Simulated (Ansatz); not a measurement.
**In3Bi (model cell, started as BiF3 type): the cell at rest**

Wanted: the relaxed cell of In3Bi (model cell, started as BiF3 type).

Method: DFT PBEsol, scalar-relativistic, plane waves, norm-conserving pseudopotentials, in Ansatz 0.2.0.

The structure was built from a prototype and need not be the compound's stable phase.

**1. The starting structure**

Symmetry: Fm-3m, No. 225, cubic system. The conventional cell has a = 8.314 Å, b = 8.314 Å, c = 8.314 Å, α = 90.00°, β = 90.00°, γ = 90.00°. Nearest to Bi lie 8 In at 3.60 Å. Nearest to In lie 4 Bi at 3.60 Å and 4 In at 3.60 Å. Nearest to In lie 8 In at 3.60 Å. Farther neighbours are not listed.

As a file:

```cif
data_structure
_symmetry_space_group_name_H-M 'Fm-3m'
_symmetry_Int_Tables_number 225
_cell_length_a 8.3138
_cell_length_b 8.3138
_cell_length_c 8.3138
_cell_angle_alpha 90.000
_cell_angle_beta 90.000
_cell_angle_gamma 90.000
_cell_volume 574.65
loop_
_atom_site_label
_atom_site_type_symbol
_atom_site_symmetry_multiplicity
_atom_site_Wyckoff_symbol
_atom_site_fract_x
_atom_site_fract_y
_atom_site_fract_z
_atom_site_occupancy
Bi1 Bi 4 a 0.00000 0.00000 0.00000 1
In1 In 8 c 0.25000 0.75000 0.75000 1
In2 In 4 b 0.50000 0.00000 0.00000 1
```

**2. A coarse first look**

First a cheap look: the gap decides the mesh and the occupations, the pressure tells how far the cell has to move.

Contents of input.yaml:

```yaml
crystal:
  lattice:
    - [0.0, 4.15692, 4.15692]
    - [4.15692, 0.0, 4.15692]
    - [4.15692, 4.15692, 0.0]
  atoms:
    - { symbol: Bi, position: [0.0, 0.0, 0.0] }
    - { symbol: In, position: [0.25, 0.25, 0.25] }
    - { symbol: In, position: [0.75, 0.75, 0.75] }
    - { symbol: In, position: [0.5, 0.5, 0.5] }
kpoints:
  mp_grid: { grid: [4, 4, 4] }
hamiltonian:
  xc: pbesol
  pseudopotentials: { kind: nc }
scf:
  occupations: { method: gaussian, width: 0.1 }
output:
  forces: true
  stress: true
  eigenvalues: true
```

Run with:

```console
$ ansatz run input.yaml --threads 4 --pin off --max-ram 7168MiB --backend cpu --events-out ev --progress --plain --runs-dir out
```

Numbers of over 12 decimals in the logs are rounded to 6 here.

The program printed:

```text
Engine: ansatz 0.2.0, aarch64-unknown-linux-gnu
Pseudopotentials: kind: nc
Pseudopotential: Bi, nc, valence charge 15, recommended cutoff 897.975746 eV (normal), Bi.nc.azcp (PseudoDojo's, or run here from an input of PseudoDojo's: the run reads no file of this project's for it)
[...]
k-point 0: bands = [... 23 lower, 5.6319, 6.2021, 6.2021, 6.2021, 7.5241, 7.5241, 7.5241, 8.1253, ... 2 higher]
  k-point 1: bands = [... 23 lower, 4.7144, 5.8774, 5.8774, 6.3088, 7.2876, 7.2876, 8.8083, 8.8083, ... 2 higher]
  k-point 2: bands = [... 23 lower, 4.1955, 5.7312, 5.7312, 6.8250, 6.8250, 8.0819, 8.7490, 10.6225, ... 2 higher]
  k-point 7: bands = [... 23 lower, 2.0964, 6.0718, 6.3575, 6.6490, 6.6490, 9.8002, 9.8002, 11.1521, ... 2 higher]
[key lines of the parts left out:]
SCF converged after 7 iterations
Free energy (F): -7634.004661 eV
Fermi energy:    6.913196 eV
P = ⅓ Tr σ = -5.6436 GPa (-56.436 kbar)
```

It took 1.7 s on 4 threads of Arm Neoverse V1, shared host; peak memory 0.69 GiB.

This step gave:

* pressure: -5.644 GPa
* volume per atom: 35.92 Å³
* gap on the k-mesh: 0 eV

The coarse mesh shows no gap and a pressure of -5.6 GPa.

**3. Bringing the structure to rest**

The cell and atoms are relaxed, since residual forces and stress would shift the frequencies.

Changes to input.yaml since step 2:

```diff
@@ -11,3 +11,3 @@
 kpoints:
-  mp_grid: { grid: [4, 4, 4] }
+  mp_grid: { grid: [10, 10, 10] }
 hamiltonian:
@@ -21 +21,6 @@
   eigenvalues: true
+relax:
+  adjacent_minimum: "off"
+  f_tol: 0.005
+  max_steps: 80
+  cell: { stress_tol: 0.05 }
```

The program printed:

```text
[...]
Crystal: 4 atoms, lattice volume = 143.663 Å³
Basis set: ecut = 952.398519 eV, 9577 PW (Γ), exchange–correlation on 120×120×120 points (8 copies of the dense FFT grid, shifted against one another)
Bands: 33, of which v1, the nominal top of the filled ones, is band 27 counted from 1 (26 counted from 0)
Symmetry: 48 space group operations
[...]
k-points: 47 of 1000
[...]
SCF iter   1: F=—  HF=-7634.070847 eV  |F-HF|=—  |Δ(HF+E_count)|=         —  Δρ=1.17e-2  dr2=4.95e-1  ethr=3.10e-3  ⟨swp⟩=6.3  Hψ=5797  notcnv=0
[...]
SCF iter   9: F=-7633.923554 eV  HF=-7633.923554 eV  |F-HF|=1.77e-9  |Δ(HF+E_count)|=   2.85e-8  Δρ=1.31e-6  dr2=2.38e-9  ethr=1.85e-10  ⟨swp⟩=13.4  Hψ=9907  notcnv=0
SCF 1 converged in 9 iterations: F = -7633.923554 eV  dr2 = 2.38e-9
relax step   1: F+E_penalty+E_count = -7633.92355428 eV  Δ(F+E_penalty+E_count) = +0.000e0 eV  max|allowed force component| = 6.939e-18 eV/Å  Δτ_max = 0.0000 Å  P = -5.923 GPa  Ω = 143.663 Å³  (9 SCF iters, dr2 threshold 1.00e-7 eV, accepted)
Crystal: 4 atoms, lattice volume = 124.043 Å³
Basis set: ecut = 952.398519 eV, 8363 PW (Γ), exchange–correlation on 120×120×120 points (8 copies of the dense FFT grid, shifted against one another)
[...]
iter 1 solved again at ethr=6.81e-5 eV; its pass at ethr=3.10e-3 eV (dr2=3.68e-2 eV) is discarded
[...]
SCF iter   6: F=-7634.546490 eV  HF=-7634.546490 eV  |F-HF|=1.02e-8  |Δ(HF+E_count)|=   2.06e-7  Δρ=3.86e-6  dr2=2.07e-8  ethr=7.41e-10  ⟨swp⟩=11.4  Hψ=9908  notcnv=0
SCF 2 converged in 6 iterations: F = -7634.546490 eV  dr2 = 2.07e-8
relax step   2: F+E_penalty+E_count = -7634.54648954 eV  Δ(F+E_penalty+E_count) = -6.229e-1 eV  max|allowed force component| = 1.064e-16 eV/Å  Δτ_max = 0.0000 Å  P = -3.844 GPa  Ω = 124.043 Å³  energy of the carried Pulay correction = +7.663e-4 eV  (6 SCF iters, dr2 threshold 4.00e-7 eV, accepted)
Crystal: 4 atoms, lattice volume = 105.950 Å³
Basis set: ecut = 952.398519 eV, 7119 PW (Γ), exchange–correlation on 120×120×120 points (8 copies of the dense FFT grid, shifted against one another)
[...]
SCF iter   6: F=-7634.711269 eV  HF=-7634.711269 eV  |F-HF|=6.88e-9  |Δ(HF+E_count)|=   1.21e-7  Δρ=3.88e-6  dr2=1.50e-8  ethr=7.41e-10  ⟨swp⟩=11.3  Hψ=9583  notcnv=0
SCF 3 converged in 6 iterations: F = -7634.711269 eV  dr2 = 1.50e-8
relax step   3: F+E_penalty+E_count = -7634.71126883 eV  Δ(F+E_penalty+E_count) = -1.648e-1 eV  max|allowed force component| = 5.725e-17 eV/Å  Δτ_max = 0.0000 Å  P = +1.893 GPa  Ω = 105.950 Å³  energy of the carried Pulay correction = +1.580e-3 eV  (6 SCF iters, dr2 threshold 4.00e-7 eV, accepted)
[...]
relax step   4: F+E_penalty+E_count = -7634.73355128 eV  Δ(F+E_penalty+E_count) = -2.228e-2 eV  max|allowed force component| = 6.534e-17 eV/Å  Δτ_max = 0.0000 Å  P = -0.435 GPa  Ω = 111.307 Å³  energy of the carried Pulay correction = +1.327e-3 eV  (5 SCF iters, dr2 threshold 4.00e-7 eV, accepted)
[...]
relax step   5: F+E_penalty+E_count = -7634.73514232 eV  Δ(F+E_penalty+E_count) = -1.591e-3 eV  max|allowed force component| = 5.204e-17 eV/Å  Δτ_max = 0.0000 Å  P = -0.010 GPa  Ω = 110.207 Å³  energy of the carried Pulay correction = +1.378e-3 eV  (4 SCF iters, dr2 threshold 4.00e-7 eV, accepted)
[...]
SCF iter   5: F=-7634.733816 eV  HF=-7634.733816 eV  |F-HF|=5.46e-12  |Δ(HF+E_count)|=  9.09e-13  Δρ=7.71e-8  dr2=7.25e-12  ethr=1.00e-12  ⟨swp⟩=6.0  Hψ=5159  notcnv=0
SCF 6 converged in 5 iterations: F = -7634.733816 eV  dr2 = 7.25e-12
relax step   6: F+E_penalty+E_count = -7634.73381646 eV  Δ(F+E_penalty+E_count) = +1.326e-3 eV  max|allowed force component| = 5.233e-17 eV/Å  Δτ_max = 0.0000 Å  P = -0.012 GPa  Ω = 110.207 Å³  stress off target by 1.25e-2 GPa  SCF on the basis re-selected at this cell (its energy is not comparable with the rows above)  (5 SCF iters)
basis re-selected at this cell: Δ(F+E_penalty+E_count) = +1.326e-3 eV, ΔP = -0.003 GPa vs the last step (what re-selecting the basis moved, of the pressure what is left beyond the Pulay correction that the steps carried, after the strain that the cell walked since its last selection, with what the two solves' SCF thresholds leave and, on support functions, any second-order correction that the steps lacked; it is no m [...]
SCF converged after 5 iterations
Free energy (F): -7634.733816 eV
[...]
Internal energy: -7634.726059 eV  (E = F + TS)
E sigma→0 (E₀):  -7634.729938 eV
Entropy (-TS):   -0.007758 eV (-1.939 meV/atom)
Fermi energy:    10.710679 eV
[...]
--- Stress (GPa, compression-positive) ---
       -0.012474      -0.000000      -0.000000
       -0.000000      -0.012474       0.000000
       -0.000000       0.000000      -0.012474
  P = ⅓ Tr σ = -0.0125 GPa (-0.125 kbar)
--- Band table (eV; the first three rows and the last of 47) ---
  k-point 0: bands = [... 23 lower, 9.1855, 9.1855, 9.1855, 10.3935, 10.5670, 10.5670, 10.5670, 11.4683, ... 2 higher]
  k-point 1: bands = [... 23 lower, 9.0333, 9.0473, 9.0473, 9.7482, 10.7022, 10.7022, 11.3771, 11.4361, ... 2 higher]
  k-point 2: bands = [... 23 lower, 8.8117, 8.8117, 8.9720, 9.4309, 10.5583, 10.5583, 11.8457, 11.8457, ... 2 higher]
  k-point 46: bands = [... 23 lower, 4.8733, 8.6897, 9.3554, 10.2227, 10.9154, 13.7972, 14.0890, 15.1688, ... 2 higher]
--- Relaxed structure (5 steps of the walk, 5 accepted, 1 SCFs on fresh bases) ---
  F+E_penalty+E_count = -7634.73381646 eV   max|allowed force component| = 5.233e-17 eV/Å   (the final SCF, on the basis selected at the relaxed cell)
  cell:  # Å, volume = 110.2068 Å³
    - [0, 3.805334, 3.805334]
    - [3.805334, 0, 3.805334]
    - [3.805334, 3.805334, 0]
  atoms:
    - { symbol: Bi, position: [0, 0, 0] }
    - { symbol: In, position: [0.25, 0.25, 0.25] }
    - { symbol: In, position: [0.75, 0.75, 0.75] }
    - { symbol: In, position: [0.5, 0.5, 0.5] }
```

Elapsed: 55 s, on 4 threads; peak memory 1 GiB; 3.6 min of CPU time.

Relaxation path:

```
step  energy less that of the first step (eV)  largest force component (eV/Å)  pressure (GPa)  volume (Å³)
   1                                   0.0000                          0.0000           -5.92       143.66
   2                                  -0.6229                          0.0000           -3.84       124.04
   3                                  -0.7877                          0.0000            1.89       105.95
   4                                  -0.8100                          0.0000           -0.43       111.31
   5                                  -0.8116                          0.0000           -0.01       110.21
  6*                                  -0.8103                          0.0000           -0.01       110.21
```

Relaxation steps marked * repeat the geometry before them on a plane-wave basis chosen anew for their cell, so energy and pressure can jump there.

The run keeps the 48 symmetry operations that it works with, so distortions that break them were not tested.

```
conventional cell, symmetrised  before  after   change
                         a (Å)   8.314  7.611   -8.5 %
                         b (Å)   8.314  7.611   -8.5 %
                         c (Å)   8.314  7.611   -8.5 %
              volume (Å³/atom)   35.92  27.55  -23.3 %
```

This step gave:

```
pressure        : -0.01247 GPa
volume per atom : 27.55 Å³
```

In this step the volume went from 35.92 to 27.55 Å³/atom.

**4. Bringing the structure to rest**

The relaxation is repeated from its end on the same settings, as a check that it has come to rest.

input.yaml, the sections that differ from step 3:

```yaml
crystal:
  lattice:
    - [0.0, 3.8053338587, 3.8053338587]
    - [3.8053338587, 0.0, 3.8053338587]
    - [3.8053338587, 3.8053338587, 0.0]
  atoms:
    - { symbol: Bi, position: [0.0, 0.0, 0.0] }
    - { symbol: In, position: [0.25, 0.25, 0.25] }
    - { symbol: In, position: [0.75, 0.75, 0.75] }
    - { symbol: In, position: [0.5, 0.5, 0.5] }
output:
  forces: true
  stress: true
  eigenvalues: true
  write_density: true
  write_potential: true
  elf: true
  volumetric_format: npy
# kpoints, hamiltonian, scf, relax: as in step 3
```

The program printed:

```text
[...]
Crystal: 4 atoms, lattice volume = 110.207 Å³
Basis set: ecut = 952.398519 eV, 7391 PW (Γ), exchange–correlation on 120×120×120 points (8 copies of the dense FFT grid, shifted against one another)
Bands: 33, of which v1, the nominal top of the filled ones, is band 27 counted from 1 (26 counted from 0)
[... 1 set-up line as in the run before ...]
[...]
k-points: 47 of 1000
[...]
--- Relaxed structure (1 steps of the walk, 1 accepted, 1 SCFs on fresh bases) ---
[...]
cell:  # Å, volume = 110.2068 Å³
    - [0.0, 3.8053338587, 3.8053338587]
    - [3.8053338587, 0.0, 3.8053338587]
    - [3.8053338587, 3.8053338587, 0.0]
  atoms:
    - { symbol: Bi, position: [0.0, 0.0, 0.0] }
    - { symbol: In, position: [0.250000, 0.250000, 0.250000] }
    - { symbol: In, position: [0.75, 0.75, 0.75] }
    - { symbol: In, position: [0.500000, 0.500000, 0.500000] }
[key lines of the parts left out:]
SCF converged after 4 iterations
Free energy (F): -7634.733816 eV
Fermi energy:    10.710679 eV
P = ⅓ Tr σ = -0.0125 GPa (-0.125 kbar)
```

Run time: 17 s. Hardware: 4 threads; peak memory 0.86 GiB; 68 s of CPU time.

Little changed from the start: no atom moved by 0.005 Å and no cell edge by 0.1 %.

ELF in the ac plane of the cell as run, not the conventional one, at fractional y = 0.000, with atoms of Bi within 0.2 Å of it. It is the smooth field of the valence electrons, not physical close to the nuclei.

Values, 15 rows by 15 columns, each cell a mean:
```
0.07 0.23 0.43 0.38 0.38 0.26 0.19 0.18 0.17 0.18 0.23 0.34 0.39 0.40 0.33
0.41 0.43 0.42 0.38 0.39 0.30 0.24 0.23 0.24 0.24 0.24 0.28 0.36 0.39 0.40
0.38 0.39 0.38 0.38 0.39 0.31 0.26 0.27 0.27 0.26 0.27 0.27 0.29 0.36 0.39
0.39 0.39 0.39 0.40 0.37 0.29 0.26 0.27 0.27 0.25 0.26 0.27 0.27 0.28 0.34
0.28 0.33 0.35 0.34 0.30 0.24 0.23 0.26 0.26 0.25 0.25 0.26 0.27 0.24 0.23
0.19 0.23 0.26 0.27 0.25 0.20 0.18 0.21 0.26 0.26 0.25 0.25 0.26 0.24 0.18
0.16 0.20 0.25 0.27 0.26 0.22 0.17 0.16 0.21 0.26 0.26 0.27 0.27 0.24 0.17
0.15 0.20 0.25 0.27 0.27 0.26 0.22 0.17 0.16 0.21 0.26 0.27 0.27 0.23 0.18
0.16 0.20 0.25 0.26 0.25 0.26 0.26 0.22 0.17 0.18 0.23 0.26 0.26 0.24 0.19
0.21 0.21 0.25 0.26 0.25 0.25 0.26 0.26 0.22 0.20 0.24 0.29 0.31 0.30 0.26
0.33 0.26 0.25 0.27 0.26 0.25 0.25 0.27 0.26 0.25 0.30 0.37 0.39 0.39 0.38
0.39 0.36 0.30 0.27 0.27 0.26 0.26 0.27 0.27 0.27 0.34 0.40 0.38 0.38 0.38
0.40 0.39 0.37 0.30 0.25 0.25 0.25 0.25 0.25 0.26 0.35 0.39 0.38 0.42 0.43
0.33 0.41 0.39 0.36 0.26 0.21 0.20 0.20 0.20 0.23 0.33 0.39 0.39 0.43 0.23
0.03 0.33 0.40 0.39 0.33 0.21 0.16 0.15 0.16 0.19 0.28 0.39 0.38 0.41 0.07
```
Columns run along a (5.4 Å), rows up along c (5.4 Å). Atoms in or near the plane, at fractional coordinates: Bi at (0.00, 0.00).

Electrostatic potential energy in the ac plane of the cell as run, not the conventional one, at fractional y = 0.000, with atoms of Bi within 0.2 Å of it. With pseudopotentials it is smooth inside the atoms' cores, unlike the true potential.

Ten even steps from '0' (-54 eV) to '9' (13 eV), each cell a mean:
```
003799999999840
113799999999974
656799999999998
988899999899999
999999999889999
999999999988999
999999999999999
999999999999999
999989999999999
999988999999999
999998899999999
899999999998777
579999999998633
047999999998510
005899999999610
```
Columns run along a (5.4 Å; values clipped at the 3rd and 97th percentile), rows up along c (5.4 Å). Atoms in or near the plane, at fractional coordinates: Bi at (0.00, 0.00).

Valence density in the ac plane of the cell as run, not the conventional one, at fractional y = 0.000, with atoms of Bi within 0.2 Å of it. It is the smooth field of the valence electrons, not physical close to the nuclei.

Ten steps, logarithmic in the rise over the least value, from '_' (0.1 e/Å³) to '@' (5.2 e/Å³), each cell a mean:
```
%%@@%%++::..__________::==##@@
@@@@%%++--..............::++##
**##**==--......::::::....::==
--====--::....::::----::....::
..::::::........::------::..__
__........____..::------::..__
____........____..::::::::..__
____..::::::..____....::....__
____..::----::..____........__
____..::------::..__..........
::....::------::......::----::
==::....::::::::....::--==++++
##++--..............::==**%%%%
@@%%++::..________..::==##@@@@
##@@##==::__________..--**@@%%
```
Columns run along a (5.4 Å), rows up along c (5.4 Å). Atoms in or near the plane, at fractional coordinates: Bi at (0.00, 0.00).

In this step the volume went from 27.55 to 27.55 Å³/atom.

**5. Tight relaxation**

Phonons need a cell at rest on their own settings, so the relaxation is repeated with tight tolerances on forces and stress on the k mesh and occupations of the first response run.

input.yaml, the sections that differ from step 4:

```yaml
kpoints:
  mp_grid: { grid: [12, 12, 12] }
scf:
  occupations: { method: methfessel_paxton, width: 0.2 }
output:
  forces: true
  stress: true
  eigenvalues: true
relax:
  adjacent_minimum: "off"
  f_tol: 0.001
  max_steps: 60
  cell: { stress_tol: 0.01 }
# crystal, hamiltonian: as in step 4
```

The program printed:

```text
[...]
Crystal: 4 atoms, lattice volume = 110.207 Å³
Basis set: ecut = 952.398519 eV, 7391 PW (Γ), exchange–correlation on 120×120×120 points (8 copies of the dense FFT grid, shifted against one another)
Bands: 33, of which v1, the nominal top of the filled ones, is band 27 counted from 1 (26 counted from 0)
[... 1 set-up line as in the run before ...]
[...]
k-points: 72 of 1728
[...]
--- Relaxed structure (3 steps of the walk, 3 accepted, 1 SCFs on fresh bases) ---
[...]
cell:  # Å, volume = 109.1568 Å³
    - [0, 3.793210, 3.793210]
    - [3.793210, 0, 3.793210]
    - [3.793210, 3.793210, 0]
  atoms:
    - { symbol: Bi, position: [0, 0, 0] }
    - { symbol: In, position: [0.25, 0.25, 0.25] }
    - { symbol: In, position: [0.750000, 0.750000, 0.750000] }
    - { symbol: In, position: [0.5, 0.5, 0.5] }
[key lines of the parts left out:]
SCF converged after 5 iterations
Free energy (F): -7634.706923 eV
Fermi energy:    10.914006 eV
P = ⅓ Tr σ = -0.0030 GPa (-0.030 kbar)
```

The job ended after 42 s (4 threads; peak memory 1 GiB).

Step by step:

```
step  energy less that of the first step (eV)  largest force component (eV/Å)  pressure (GPa)  volume (Å³)
   1                                   0.0000                          0.0000           -0.40       110.21
   2                                  -0.0014                          0.0000            0.02       109.11
   3                                  -0.0014                          0.0000            0.00       109.16
  4*                                  -0.0013                          0.0000            0.00       109.16
```

Relaxation steps marked * repeat the geometry before them on a plane-wave basis chosen anew for their cell, so energy and pressure can jump there.

The run keeps the 48 symmetry operations that it works with, so distortions that break them were not tested.

```
conventional cell, symmetrised  before  after  change
                         a (Å)   7.611  7.586  -0.3 %
                         b (Å)   7.611  7.586  -0.3 %
                         c (Å)   7.611  7.586  -0.3 %
              volume (Å³/atom)   27.55  27.29  -1.0 %
```

The relaxed structure:

```xyz
4
Lattice="0.0000 3.7932 3.7932 3.7932 0.0000 3.7932 3.7932 3.7932 0.0000" Properties=species:S:1:pos:R:3 pbc="T T T"
Bi    0.0000    0.0000    0.0000
In    1.8966    1.8966    1.8966
In    5.6898    5.6898    5.6898
In    3.7932    3.7932    3.7932
```

Numbers from this step:

```yaml
pressure: -0.003004 GPa
volume_per_atom: 27.29 Å³
```

The forces vanish by symmetry and the pressure is -0.003 GPa, within the tolerances set. The cell now holds 27.29 Å³/atom.

**6. Outcome**

```
space group after relaxation (within 0.01 Å) : Fm-3m
lattice constant a                           : 7.586 Å
lattice constant b                           : 7.586 Å
lattice constant c                           : 7.586 Å
volume per atom                              : 27.3 Å³
```

What this shows: The forces vanish by symmetry and the pressure is -0.003 GPa, within the tolerances set. The cell now holds 27.29 Å³/atom. The relaxation keeps the symmetry of its start, so it says nothing on stability against lower symmetry. Spin-orbit coupling is left out, which can matter for the heavy elements here. The starting cell was built on a prototype and not taken from a measurement, so the phase need not exist.

[Logs are printed without paths, hosts, clocks, repeated set-up lines and the standing remarks that a program may print on its own settings, such as how far it seeks lower states.]

[Hosts, paths, dates, database ids (printed as entryN), source tags and the programs' standing remarks are cut or masked in the printed files.]
